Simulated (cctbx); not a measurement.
## From intensities to atoms

Cell a = 7.6910 Å, b = 7.6910 Å, c = 6.1780 Å, α = 90.00°, β = 90.00°, γ = 120.00°; space group P6_3/mmc (no. 194); content Na6 Li2.

Simulated single-crystal data (cctbx): Mo Kα, λ = 0.71073 Å, to d = 0.8 Å, 95 % of the full sphere, strongest reflection 70000 counts, noise from counting, a 6 % proportional error and a noise floor of 8 counts (s.d.); no absorption.

1 earlier start (other random phases, and plain and normalised amplitudes in turn) led nowhere (symmetry correlation 0.91).

Charge flipping in P1 on plain amplitudes to 0.8 Å, δ = 1 σ, 20 % of the reflections treated as weak, 450 cycles:

```text
cycle      R  skewness
    0  0.555     0.55
   37  0.168     6.72
   74  0.134     6.73
  111  0.122     6.67
  148  0.114     6.91
  185  0.106     7.05
  222  0.108     7.04
  259  0.107     7.05
  296  0.103     7.00
  333  0.113     7.03
  370  0.108     7.07
  407  0.110     7.00
  444  0.106     7.01
origin shift          correlation  skewness
 0.475  0.975  0.449      0.921      0.80
 0.475  0.475  0.448      0.921      0.77
 0.976  0.976  0.448      0.921      0.94
 0.139  0.276  0.330      0.901      7.02
taken: symmetry correlation 0.901, skewness 7.02
peak      x       y       z  mult  height/sigma
Q1    0.1675  0.3350  0.2500    6     15.3
Q2    0.3333  0.6667  0.7500    2      7.6
Q3    0.3333  0.6667  0.0894    4      1.5
Q4    0.2518  0.6259  0.5432   12      1.2
Q5    0.3333  0.6667  0.2500    2      1.1
Q6    0.1296  0.4489  0.1651   24      1.1
Q7    0.0074  0.5037  0.2500    6      1.1
```

The origin is taken among those within 0.04 of the best correlation, by the skewness of the map.

It took 0.99 s on 1 thread of Arm Neoverse N1, with other jobs on the host, peak memory 0.07 GiB.

**Question.** Which peaks are atoms, and which elements?

Heights go roughly as Z and multiplicities must add up to the content. First model: Q1 = Na1 (6 in the cell, height 15.3) and Q2 = Li1 (2 in the cell, height 7.6). Against the true structure, Q1 is Na and Q2 is Li; the other peaks are not atoms.

Least squares on F², isotropic:

```text
Rint 0.048, 149 unique reflections to 0.80 A
cycle     R1     wR2    GooF  max shift (A)
   1  0.2096  0.5641  25.920   0.06429
   2  0.0219  0.0839   3.855   0.00001
final R1 0.0219 wR2 0.0839 GooF 3.855  parameters 3  data/parameter 49.7
atom        x        y        z      Ueq    occ   su(xyz)  su(Uiso or U11)
Na1    0.17233  0.34465  0.25000   0.0210  1.000  0.00010  0.0004
Li1    0.33333  0.66667  0.75000   0.0209  1.000  0.00000  0.0012
difference map: max 0.33 min -0.23 rms 0.03
Q1    0.1012  0.3395  0.2500   12    0.35  0.53 A from Na1
Q2    0.0000  0.0000  0.0000    2    0.14  2.77 A from Na1
Q3    0.2464  0.6232  0.7500    6    0.08  0.58 A from Li1
Q4    0.0785  0.1569  0.2500    6    0.07  1.25 A from Na1
Q5    0.3333  0.6667  0.5323    4    0.07  1.34 A from Li1
```

Anisotropic refinement:

```text
Rint 0.048, 149 unique reflections to 0.80 A
cycle     R1     wR2    GooF  max shift (A)
   1  0.0219  0.0839   3.895   0.00048
   2  0.0073  0.0187   0.871   0.00000
final R1 0.0073 wR2 0.0187 GooF 0.871  parameters 6  data/parameter 24.8
atom        x        y        z      Ueq    occ   su(xyz)  su(Uiso or U11)
Na1    0.17229  0.34458  0.25000   0.0207  1.000  0.00002  0.0001
Li1    0.33333  0.66667  0.75000   0.0211  1.000  0.00000  0.0004
difference map: max 0.11 min -0.05 rms 0.01
Q1    0.0000  0.0000  0.0000    2    0.11  2.77 A from Na1
Q2    0.0000  0.5000  0.0000    6    0.08  2.67 A from Na1
Q3    0.1659  0.3319  0.6350   12    0.06  2.34 A from Li1
Q4    0.3333  0.6667  0.9989    4    0.05  1.54 A from Li1
Q5    0.1827  0.3655  0.5309   12    0.05  1.74 A from Na1
Q6    0.1750  0.5233  0.2500   12    0.04  1.36 A from Na1
```

**Reading.** The refinement ends at R1 = 0.0073, wR2 = 0.0187, GooF = 0.87, with difference density between -0.05 and 0.11 e/Å³. Every site matches the true model in element, within 0.001 Å r.m.s., up to an allowed shift of origin.

True model:

```
atom  mult.       x       y    z  Ueq (Å²)
 Na1      6  0.8277  0.1723  3/4    0.0209
 Li1      2     2/3     1/3  1/4    0.0213
```

The model was made for the exercise: a known structure type with other elements put in, its volume estimated, not relaxed; displacement parameters are assumed.

[Middle refinement cycles are left out of these outputs.]

[Logs are printed without paths, hosts, clocks, repeated set-up lines and the standing remarks that a program may print on its own settings, such as how far it seeks lower states.]
